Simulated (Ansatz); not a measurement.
# A hypothetical structure for Cs3Tl

This structure for Cs3Tl is made up. Its elements were placed in a known structure type with a cell scaled to their sizes. What cell does the guess relax to, and how far off was it?

Program: Ansatz 0.2.0. Level of theory: DFT, PBE, plane-wave PAW, files of the set soft_1, scalar-relativistic, no spin, cell and ions relaxed at zero pressure; PAW set soft_1. Results are calculated unless marked as measured.

### Step 1. Set-up

Symmetry: P6_3/mmc, No. 194, hexagonal system. The conventional cell has a = 10.013 Å, b = 10.013 Å, c = 7.927 Å, α = 90.00°, β = 90.00°, γ = 120.00°. Tl has 6 Cs at 4.84 Å nearest. Nearest to Cs lie 2 Cs at 4.80 Å and 2 Tl at 4.84 Å. Farther neighbours are not listed.

Coordinates:

```cif
data_structure
_symmetry_space_group_name_H-M 'P 1'
_symmetry_Int_Tables_number 1
_cell_length_a 10.0130
_cell_length_b 10.0130
_cell_length_c 7.9270
_cell_angle_alpha 90.000
_cell_angle_beta 90.000
_cell_angle_gamma 120.000
_cell_volume 688.28
loop_
_atom_site_label
_atom_site_type_symbol
_atom_site_fract_x
_atom_site_fract_y
_atom_site_fract_z
_atom_site_occupancy
Tl1 Tl 0.66667 0.33333 0.25000 1
Tl2 Tl 0.33333 0.66667 0.75000 1
Cs3 Cs 0.34680 0.17340 0.75000 1
Cs4 Cs 0.82660 0.17340 0.75000 1
Cs5 Cs 0.82660 0.65320 0.75000 1
Cs6 Cs 0.65320 0.82660 0.25000 1
Cs7 Cs 0.17340 0.82660 0.25000 1
Cs8 Cs 0.17340 0.34680 0.25000 1
```

### Step 2. Relaxing cell and atoms

The guessed cell has no reason to be at equilibrium. It is relaxed with the atoms, within the space group of the guess.

Input file input.yaml:

```yaml
crystal:
  lattice:
    - [10.013, 0.0, 0.0]
    - [-5.0065, 8.671512368, 0.0]
    - [0.0, 0.0, 7.927]
  atoms:
    - { symbol: Tl, position: [0.666666667, 0.333333333, 0.25] }
    - { symbol: Tl, position: [0.333333333, 0.666666667, 0.75] }
    - { symbol: Cs, position: [0.34679999, 0.173399995, 0.75] }
    - { symbol: Cs, position: [0.826600005, 0.173399995, 0.75] }
    - { symbol: Cs, position: [0.826600005, 0.65320001, 0.75] }
    - { symbol: Cs, position: [0.65320001, 0.826600005, 0.25] }
    - { symbol: Cs, position: [0.173399995, 0.826600005, 0.25] }
    - { symbol: Cs, position: [0.173399995, 0.34679999, 0.25] }
kpoints:
  mp_grid: { grid: [3, 3, 4] }
scf:
  occupations: { method: fermi_dirac, width: 0.05 }
hamiltonian:
  xc: pbe
  pseudopotentials: { kind: paw, azcp: { folder: soft_1 } }
relax:
  f_tol: 0.015
  max_steps: 70
  cell: {}
output:
  forces: true
  stress: true
```

The run is started by

```bash
> ansatz run input.yaml --threads 4 --pin off --max-ram 10240MiB --backend cpu --events-out ev --progress --plain --runs-dir out
```

Numbers of over 12 decimals in the logs are rounded to 6 here.

Log:

```text
Engine: ansatz 0.2.0, aarch64-unknown-linux-gnu
Pseudopotentials: kind: paw
Pseudopotential: Tl, paw, valence charge 13, recommended cutoff 420 eV (normal), soft_1/Tl.paw.azcp
Pseudopotential: Cs, paw, valence charge 9, recommended cutoff 420 eV (normal), soft_1/Cs.paw.azcp
Functional definition: PBE
  parameter kappa = 0.804
  parameter beta = 0.066725
  exchange = pbe_x(kappa = kappa, mu = beta*pi^2/3)
  correlation = pbe_c(beta = beta)
Crystal: 8 atoms, lattice volume = 688.284 Å³
Basis set: ecut = 420 eV, 13491 PW (Γ), exchange–correlation on 144×144×108 points (8 copies of the dense FFT grid, shifted against one another)
Bands: 48, of which v1, the nominal top of the filled ones, is band 40 counted from 1 (39 counted from 0)
Symmetry: 24 space group operations
Space group: P63/mmc (ITA 194), of the structure as read, at distance tolerance 8.8e-5 Å
k-points: 9 of 36
Non-local potential: Tl, projectors of the file, l = 0: 2, l = 1: 2, l = 2: 2, l = 3: 1
Non-local potential: Cs, projectors of the file, l = 0: 3, l = 1: 2, l = 2: 2, l = 3: 2
PAW form: soft (Blöchl's): semilocal exchange-correlation on the pseudo side does not see the compensation charge
PAW one-centre angular grid: Tl, 590 points (default); XC on 64 Gauss nodes
PAW one-centre angular grid: Cs, 194 points (default); XC on 64 Gauss nodes
Initial density: superposition of atomic densities (chi_scale 0.1, normalization cell, long waves kept (reshape's long-wave potential 0.05 eV rms))
Initial wavefunctions: pseudopotential atomic-orbital guess
Functional: x = pbe(κ = 0.804, μ = 0.219515), c = pbe(β = 0.066725)
SCF iter   1: F=—  HF=-56919.559653 eV  |F-HF|=—  |Δ(HF+E_count)|=         —  Δρ=1.76e-2  dr2=8.44e0  ethr=3.10e-3  ⟨swp⟩=11.3  Hψ=2124  notcnv=0
preconditioner: auto → Kerker (q_TF=auto, 1.906 Å⁻¹)  [metal: Δε(μ)=0.024 eV  Ē_g=9.509 eV  σ=0.050 eV  W_gap=0.12  n_scr=70 (ndim 8)  ℏωp=11.7 eV  f_vac=0.000  D(μ)=11.01/eV (n_scr^D=58)]
SCF iter   2: F=—  HF=-56917.879694 eV  |F-HF|=—  |Δ(HF+E_count)|=    1.68e0  Δρ=7.95e-3  dr2=2.33e0  ethr=3.10e-3  ⟨swp⟩=2.9  Hψ=740  notcnv=0
SCF iter   3: F=—  HF=-56917.350295 eV  |F-HF|=—  |Δ(HF+E_count)|=   5.29e-1  Δρ=1.70e-3  dr2=6.79e-2  ethr=2.91e-3  ⟨swp⟩=3.0  Hψ=561  notcnv=0
SCF iter   4: F=—  HF=-56917.349021 eV  |F-HF|=—  |Δ(HF+E_count)|=   1.27e-3  Δρ=7.69e-4  dr2=3.56e-2  ethr=8.49e-5  ⟨swp⟩=3.9  Hψ=917  notcnv=0
SCF iter   5: F=—  HF=-56917.347112 eV  |F-HF|=—  |Δ(HF+E_count)|=   1.91e-3  Δρ=3.61e-4  dr2=3.81e-3  ethr=4.45e-5  ⟨swp⟩=2.0  Hψ=466  notcnv=0
SCF iter   6: F=—  HF=-56917.346723 eV  |F-HF|=—  |Δ(HF+E_count)|=   3.89e-4  Δρ=1.50e-4  dr2=7.14e-4  ethr=4.76e-6  ⟨swp⟩=2.1  Hψ=516  notcnv=0
SCF iter   7: F=—  HF=-56917.346605 eV  |F-HF|=—  |Δ(HF+E_count)|=   1.18e-4  Δρ=3.01e-5  dr2=2.76e-5  ethr=8.92e-7  ⟨swp⟩=3.0  Hψ=792  notcnv=0
SCF iter   8: F=—  HF=-56917.346617 eV  |F-HF|=—  |Δ(HF+E_count)|=   1.24e-5  Δρ=1.09e-5  dr2=3.49e-6  ethr=3.46e-8  ⟨swp⟩=2.9  Hψ=825  notcnv=0
SCF iter   9: F=—  HF=-56917.346618 eV  |F-HF|=—  |Δ(HF+E_count)|=   7.43e-7  Δρ=5.89e-6  dr2=1.66e-6  ethr=4.36e-9  ⟨swp⟩=2.4  Hψ=744  notcnv=0
SCF iter  10: F=-56917.346618 eV  HF=-56917.346618 eV  |F-HF|=1.45e-8  |Δ(HF+E_count)|=   2.19e-7  Δρ=1.22e-6  dr2=4.95e-8  ethr=1.25e-10  ⟨swp⟩=4.4  Hψ=1704  notcnv=0
SCF 1 converged in 10 iterations: F = -56917.346618 eV  dr2 = 4.95e-8
  greatest PAW one-centre occupation: 0.963 electrons in one spin orbital (limit 2), on the Tl atom at site 1 (counted from 0), in its partial waves of l = 2
relax step   1: F+E_penalty+E_count = -56917.34661777 eV  Δ(F+E_penalty+E_count) = +0.000e0 eV  max|allowed force component| = 1.185e-1 eV/Å  Δτ_max = 0.0000 Å  P = -0.341 GPa  Ω = 688.284 Å³  (10 SCF iters, dr2 threshold 1.00e-7 eV, accepted)
Crystal: 8 atoms, lattice volume = 679.304 Å³
Basis set: ecut = 420 eV, 13275 PW (Γ), exchange–correlation on 144×144×108 points (8 copies of the dense FFT grid, shifted against one another)
Initial density: handed on by an earlier stage of this run
Initial wavefunctions: those handed on with the density
iter 1 solved again at ethr=6.07e-6 eV; its pass at ethr=3.10e-3 eV (dr2=4.86e-3 eV) is discarded
SCF iter   1: F=—  HF=-56917.381166 eV  |F-HF|=—  |Δ(HF+E_count)|=         —  Δρ=2.75e-4  dr2=4.28e-3  ethr=6.07e-6  ⟨swp⟩=2.2  Hψ=2087  notcnv=0
preconditioner: auto → Kerker (q_TF=auto, 1.910 Å⁻¹)  [metal: Δε(μ)=0.047 eV  Ē_g=10.157 eV  σ=0.050 eV  W_gap=0.23  n_scr=70 (ndim 8)  ℏωp=11.7 eV  f_vac=0.001  D(μ)=13.58/eV (n_scr^D=70)]
SCF iter   2: F=—  HF=-56917.380767 eV  |F-HF|=—  |Δ(HF+E_count)|=   4.00e-4  Δρ=1.71e-4  dr2=2.04e-3  ethr=5.35e-6  ⟨swp⟩=1.0  Hψ=432  notcnv=0
SCF iter   3: F=—  HF=-56917.380464 eV  |F-HF|=—  |Δ(HF+E_count)|=   3.03e-4  Δρ=4.47e-5  dr2=4.49e-5  ethr=2.56e-6  ⟨swp⟩=2.1  Hψ=490  notcnv=0
SCF iter   4: F=—  HF=-56917.380470 eV  |F-HF|=—  |Δ(HF+E_count)|=   5.98e-6  Δρ=2.13e-5  dr2=6.02e-6  ethr=5.62e-8  ⟨swp⟩=2.1  Hψ=684  notcnv=0
SCF iter   5: F=—  HF=-56917.380471 eV  |F-HF|=—  |Δ(HF+E_count)|=   1.42e-6  Δρ=6.23e-6  dr2=1.86e-6  ethr=7.53e-9  ⟨swp⟩=3.0  Hψ=883  notcnv=0
SCF iter   6: F=-56917.380471 eV  HF=-56917.380471 eV  |F-HF|=2.15e-8  |Δ(HF+E_count)|=   4.89e-8  Δρ=2.56e-6  dr2=1.35e-7  ethr=1.00e-9  ⟨swp⟩=5.1  Hψ=1451  notcnv=0
SCF 2 converged in 6 iterations: F = -56917.380471 eV  dr2 = 1.35e-7
relax step   2: F+E_penalty+E_count = -56917.38047117 eV  Δ(F+E_penalty+E_count) = -3.385e-2 eV  max|allowed force component| = 9.651e-2 eV/Å  Δτ_max = 0.0232 Å  P = -0.324 GPa  Ω = 679.304 Å³  energy of the carried Pulay correction = +7.373e-5 eV  (6 SCF iters, dr2 threshold 8.00e-7 eV, accepted)
Crystal: 8 atoms, lattice volume = 605.598 Å³
Basis set: ecut = 420 eV, 11887 PW (Γ), exchange–correlation on 144×144×108 points (8 copies of the dense FFT grid, shifted against one another)
iter 1 solved again at ethr=1.26e-4 eV; its pass at ethr=3.10e-3 eV (dr2=1.01e-1 eV) is discarded
SCF iter   1: F=—  HF=-56917.533678 eV  |F-HF|=—  |Δ(HF+E_count)|=         —  Δρ=1.83e-3  dr2=1.00e-1  ethr=1.26e-4  ⟨swp⟩=2.2  Hψ=2589  notcnv=0
preconditioner: auto → Kerker (q_TF=auto, 1.947 Å⁻¹)  [metal: Δε(μ)=0.043 eV  Ē_g=10.085 eV  σ=0.050 eV  W_gap=0.20  n_scr=70 (ndim 8)  ℏωp=12.4 eV  f_vac=0.001  D(μ)=14.74/eV (n_scr^D=82)]
SCF iter   2: F=—  HF=-56917.522304 eV  |F-HF|=—  |Δ(HF+E_count)|=   1.14e-2  Δρ=1.12e-3  dr2=5.11e-2  ethr=1.25e-4  ⟨swp⟩=1.0  Hψ=432  notcnv=0
SCF iter   3: F=—  HF=-56917.514529 eV  |F-HF|=—  |Δ(HF+E_count)|=   7.78e-3  Δρ=2.80e-4  dr2=3.77e-3  ethr=6.39e-5  ⟨swp⟩=2.0  Hψ=481  notcnv=0
SCF iter   4: F=—  HF=-56917.514354 eV  |F-HF|=—  |Δ(HF+E_count)|=   1.75e-4  Δρ=1.41e-4  dr2=2.00e-4  ethr=4.71e-6  ⟨swp⟩=2.9  Hψ=746  notcnv=0
SCF iter   5: F=—  HF=-56917.514415 eV  |F-HF|=—  |Δ(HF+E_count)|=   6.18e-5  Δρ=3.35e-5  dr2=5.11e-5  ethr=2.50e-7  ⟨swp⟩=2.0  Hψ=694  notcnv=0
SCF iter   6: F=—  HF=-56917.514412 eV  |F-HF|=—  |Δ(HF+E_count)|=   3.77e-6  Δρ=1.45e-5  dr2=4.57e-6  ethr=6.39e-8  ⟨swp⟩=2.6  Hψ=670  notcnv=0
SCF iter   7: F=-56917.514413 eV  HF=-56917.514413 eV  |F-HF|=4.07e-8  |Δ(HF+E_count)|=   9.73e-7  Δρ=4.04e-6  dr2=4.16e-7  ethr=7.28e-10  ⟨swp⟩=3.8  Hψ=1847  notcnv=0
SCF 3 converged in 7 iterations: F = -56917.514413 eV  dr2 = 4.16e-7
relax step   3: F+E_penalty+E_count = -56917.51441260 eV  Δ(F+E_penalty+E_count) = -1.339e-1 eV  max|allowed force component| = 1.986e-2 eV/Å  Δτ_max = 0.1083 Å  P = -0.078 GPa  Ω = 605.598 Å³  energy of the carried Pulay correction = +7.176e-4 eV  (7 SCF iters, dr2 threshold 5.82e-7 eV, accepted)
[...]
relax step   4: F+E_penalty+E_count = -56917.52301450 eV  Δ(F+E_penalty+E_count) = -8.602e-3 eV  max|allowed force component| = 1.446e-2 eV/Å  Δτ_max = 0.0005 Å  P = +0.019 GPa  Ω = 585.163 Å³  energy of the carried Pulay correction = +9.093e-4 eV  (7 SCF iters, dr2 threshold 9.98e-8 eV, accepted)
[...]
relax step   5: F+E_penalty+E_count = -56917.52481267 eV  Δ(F+E_penalty+E_count) = -1.798e-3 eV  max|allowed force component| = 2.263e-3 eV/Å  Δτ_max = 0.0084 Å  P = +0.020 GPa  Ω = 584.926 Å³  energy of the carried Pulay correction = +9.116e-4 eV  (7 SCF iters, dr2 threshold 1.08e-8 eV, accepted)
[...]
relax step   6: F+E_penalty+E_count = -56917.52663877 eV  Δ(F+E_penalty+E_count) = -1.826e-3 eV  max|allowed force component| = 1.146e-2 eV/Å  Δτ_max = 0.0002 Å  P = +0.016 GPa  Ω = 586.208 Å³  energy of the carried Pulay correction = +8.994e-4 eV  (9 SCF iters, accepted)
[...]
relax step   7: F+E_penalty+E_count = -56917.52831313 eV  Δ(F+E_penalty+E_count) = -1.674e-3 eV  max|allowed force component| = 1.117e-2 eV/Å  Δτ_max = 0.0104 Å  P = +0.008 GPa  Ω = 589.426 Å³  energy of the carried Pulay correction = +8.688e-4 eV  (9 SCF iters, accepted)
[...]
relax step   8: F+E_penalty+E_count = -56917.52877138 eV  Δ(F+E_penalty+E_count) = -4.582e-4 eV  max|allowed force component| = 3.828e-3 eV/Å  Δτ_max = 0.0103 Å  P = +0.002 GPa  Ω = 591.720 Å³  energy of the carried Pulay correction = +8.471e-4 eV  (9 SCF iters, accepted)
Basis set: ecut = 420 eV, 11569 PW (Γ), exchange–correlation on 144×144×100 points (8 copies of the dense FFT grid, shifted against one another)
Initial wavefunctions: pseudopotential atomic-orbital guess (no wavefunctions were taken with the density)
iter 1 solved again at ethr=2.50e-7 eV; its pass at ethr=3.10e-3 eV (dr2=2.00e-4 eV) is discarded
SCF iter   1: F=—  HF=-56917.528291 eV  |F-HF|=—  |Δ(HF+E_count)|=         —  Δρ=3.54e-5  dr2=1.09e-6  ethr=2.50e-7  ⟨swp⟩=4.8  Hψ=3372  notcnv=0
preconditioner: auto → Kerker (q_TF=auto, 1.955 Å⁻¹)  [metal: Δε(μ)=0.046 eV  Ē_g=10.133 eV  σ=0.050 eV  W_gap=0.22  n_scr=70 (ndim 8)  ℏωp=12.6 eV  f_vac=0.001  D(μ)=15.96/eV (n_scr^D=118)]
SCF iter   2: F=—  HF=-56917.528067 eV  |F-HF|=—  |Δ(HF+E_count)|=   2.24e-4  Δρ=1.82e-5  dr2=2.54e-7  ethr=1.36e-9  ⟨swp⟩=2.8  Hψ=804  notcnv=0
SCF iter   3: F=—  HF=-56917.528069 eV  |F-HF|=—  |Δ(HF+E_count)|=   1.34e-6  Δρ=2.41e-6  dr2=1.05e-8  ethr=3.17e-10  ⟨swp⟩=2.0  Hψ=750  notcnv=0
SCF iter   4: F=—  HF=-56917.528069 eV  |F-HF|=—  |Δ(HF+E_count)|=   2.71e-8  Δρ=2.40e-7  dr2=2.55e-9  ethr=1.32e-11  ⟨swp⟩=2.4  Hψ=767  notcnv=0
SCF iter   5: F=-56917.528069 eV  HF=-56917.528069 eV  |F-HF|=7.28e-12  |Δ(HF+E_count)|=  1.60e-10  Δρ=7.28e-8  dr2=6.13e-11  ethr=1.00e-12  ⟨swp⟩=4.8  Hψ=1898  notcnv=0
SCF 9 converged in 5 iterations: F = -56917.528069 eV  dr2 = 6.13e-11
relax step   9: F+E_penalty+E_count = -56917.52806873 eV  Δ(F+E_penalty+E_count) = +7.026e-4 eV  max|allowed force component| = 3.792e-3 eV/Å  Δτ_max = 0.0000 Å  P = +0.002 GPa  Ω = 591.720 Å³  stress off target by 4.47e-3 GPa  SCF on the basis re-selected at this cell (its energy is not comparable with the rows above)  (5 SCF iters)
basis re-selected at this cell: Δ(F+E_penalty+E_count) = +7.026e-4 eV, ΔP = -0.001 GPa vs the last step (what re-selecting the basis moved, of the pressure what is left beyond the Pulay correction that the steps carried, after the strain that the cell walked since its last selection, with what the two solves' SCF thresholds leave and, on support functions, any second-order correction that the steps lacked; it is no measure of the basis error at this ecutwfc). The dense FFT grid was sized anew with the basis: this SCF ran on 72×72×50 points, the steps before it on 72×72×54, so part of this shift can come from that change (see relax.cell in the input reference). [rest of the remark cut]
SCF converged after 5 iterations
Free energy (F): -56917.528069 eV
Harris-Foulkes:  -56917.528069 eV  (|F-HF|=7.28e-12)
Internal energy: -56917.400514 eV  (E = F + TS)
E sigma→0 (E₀):  -56917.464291 eV
Entropy (-TS):   -0.127555 eV (-15.944 meV/atom)
Fermi energy:    3.985515 eV
--- Per-component energies (eV) ---
  E_band       = -600.302354
  E_kinetic    = 1389.236075
  E_local      = -4717.075405  (includes V_loc(G=0)·N_el)
  E_nonlocal   = 766.291937
  E_hartree    = 1773.517723
  E_xc         = -1442.429689
  E_vxc        = -1063.106600  (∫ρ·V_xc dr)
  E_paw        = -50732.555621  (= ΣΔE_a)
  E_vpaw       = -522.683565  (= ΣTr[D̂ρ^β])
  E_aug_tail   = -0.000104  (compensation charges beyond the density's cutoff)
  E_ewald      = -3954.385429
  E_smearing   = -0.127555  (= −TS)
  E_closure    = 0.000000  (closes the sum)
  Σ components = -56917.528069   (vs F -56917.528069, Δ=0.00e0)
--- Forces (eV/Å), atoms counted from 1 ---
  atom   1  Tl     0.00000000    -0.00000000     0.00000000
  atom   2  Tl     0.00000000     0.00000000     0.00000000
  atom   3  Cs     0.00328357     0.00189577     0.00000000
  atom   4  Cs    -0.00328357     0.00189577     0.00000000
  atom   5  Cs     0.00000000    -0.00379154     0.00000000
  atom   6  Cs    -0.00328357    -0.00189577     0.00000000
  atom   7  Cs     0.00328357    -0.00189577     0.00000000
  atom   8  Cs     0.00000000     0.00379154     0.00000000
  max |Σ_I F_I| component: 1.47e-17 eV/Å
--- Stress (GPa, compression-positive) ---
        0.000173       0.000000       0.000000
        0.000000       0.000173       0.000000
        0.000000       0.000000       0.004471
  P = ⅓ Tr σ = 0.0016 GPa (0.016 kbar)
--- Relaxed structure (8 steps of the walk, 8 accepted, 1 SCFs on fresh bases) ---
  F+E_penalty+E_count = -56917.52806873 eV   max|allowed force component| = 3.792e-3 eV/Å   (the final SCF, on the basis selected at the relaxed cell)
  cell:  # Å, volume = 591.7202 Å³
    - [9.751502, 0.0, 0.0]
    - [-4.875751, 8.445049, 0.0]
    - [0.0, 0.0, 7.185264]
  atoms:
    - { symbol: Tl, position: [0.666667, 0.333333, 0.250000] }
    - { symbol: Tl, position: [0.333333, 0.666667, 0.75] }
    - { symbol: Cs, position: [0.363349, 0.181674, 0.75] }
    - { symbol: Cs, position: [0.818326, 0.181674, 0.75] }
    - { symbol: Cs, position: [0.818326, 0.636651, 0.75] }
    - { symbol: Cs, position: [0.636651, 0.818326, 0.250000] }
    - { symbol: Cs, position: [0.181674, 0.818326, 0.250000] }
    - { symbol: Cs, position: [0.181674, 0.363349, 0.250000] }
```

The job ended after 55 s (4 threads of Arm Neoverse V1, shared host; peak memory 1.4 GiB; 3.5 min of CPU time).

Step by step:

```tsv
step	energy less that of the first step (eV)	largest force component (eV/Å)	pressure (GPa)	volume (Å³)
1	0.0000	0.1185	-0.34	688.28
2	-0.0339	0.0965	-0.32	679.30
3	-0.1678	0.0199	-0.08	605.60
4	-0.1764	0.0145	0.02	585.16
5	-0.1782	0.0023	0.02	584.93
6	-0.1800	0.0115	0.02	586.21
7	-0.1817	0.0112	0.01	589.43
8	-0.1822	0.0038	0.00	591.72
9*	-0.1815	0.0038	0.00	591.72
```

Relaxation steps marked * repeat the geometry before them on a plane-wave basis chosen anew for their cell, so energy and pressure can jump there.

The run keeps the 24 symmetry operations that it works with, so distortions that break them were not tested.

```tsv
conventional cell, symmetrised	before	after	change
a (Å)	10.013	9.752	-2.6 %
b (Å)	10.013	9.752	-2.6 %
c (Å)	7.927	7.185	-9.4 %
volume (Å³/atom)	86.04	73.97	-14.0 %
```

The atoms that moved most (Å, as changes of fractional coordinates times the final cell):

```tsv
atom	dx	dy	dz	length
Cs4	-0.121	0.070	0.000	0.140
Cs5	0.000	-0.140	0.000	0.140
Cs8	0.000	0.140	0.000	0.140
Cs3	0.121	0.070	0.000	0.140
Cs7	0.121	-0.070	0.000	0.140
Cs6	-0.121	-0.070	0.000	0.140
```

Final coordinates:

```xyz
8
Lattice="9.7515 0.0000 0.0000 -4.8758 8.4450 0.0000 0.0000 0.0000 7.1853" Properties=species:S:1:pos:R:3 pbc="T T T"
Tl    4.8758    2.8150    1.7963
Tl    0.0000    5.6300    5.3889
Cs    2.6574    1.5342    5.3889
Cs    7.0941    1.5342    5.3889
Cs    4.8758    5.3765    5.3889
Cs    2.2184    6.9108    1.7963
Cs   -2.2184    6.9108    1.7963
Cs    0.0000    3.0685    1.7963
```

Numbers from this step:

| Quantity | Value |
| --- | --- |
| free energy | -56917.5281 eV |
| energy at zero smearing | -56917.4643 eV |
| smearing term TS | 0.1276 eV |
| Fermi energy | 3.986 eV |
| electrons | 80 |
| symmetry operations | 24 |
| pressure | 0.001606 GPa |

Shortest distances by pair of elements, guess and relaxed (not always the same contact):

```tsv
pair	guess (Å)	relaxed (Å)
Cs–Tl	4.838	4.412
Cs–Cs	4.804	4.437
```

The relaxation ends with a largest force component of 0.0038 eV/Å and a pressure of 0.00 GPa.

### Step 3. Outcome

```
space group, relaxed : P6_3/mmc
conventional cell    : a = 9.752, b = 9.752, c = 7.185 Å; α = 90.0°, β = 90.0°, γ = 120.0°
volume per atom      : 73.97 Å³ (guess 86.04)
```

**Reading.** Cs3Tl relaxes to P6_3/mmc with a = 9.752, b = 9.752 and c = 7.185 Å. The guessed volume was 16 % too large. The space group P6_3/mmc was held in the relaxation, so the end point is a stationary structure within it and may be a saddle against distortions or other arrangements. Mesh and cutoff weren't tested. A vector of the cell changed its length by 9 %, more than the volume shows. Spin-orbit coupling is left out, which can matter for elements this heavy. No dispersion term is used, so weakly bound directions may come out too long. Nothing here tests whether the compound is stable against decomposition.

[Logs are printed without paths, hosts, clocks, repeated set-up lines and the standing remarks that a program may print on its own settings, such as how far it seeks lower states.]

[Hosts, paths, dates, database ids (printed as entryN), source tags and the programs' standing remarks are cut or masked in the printed files.]
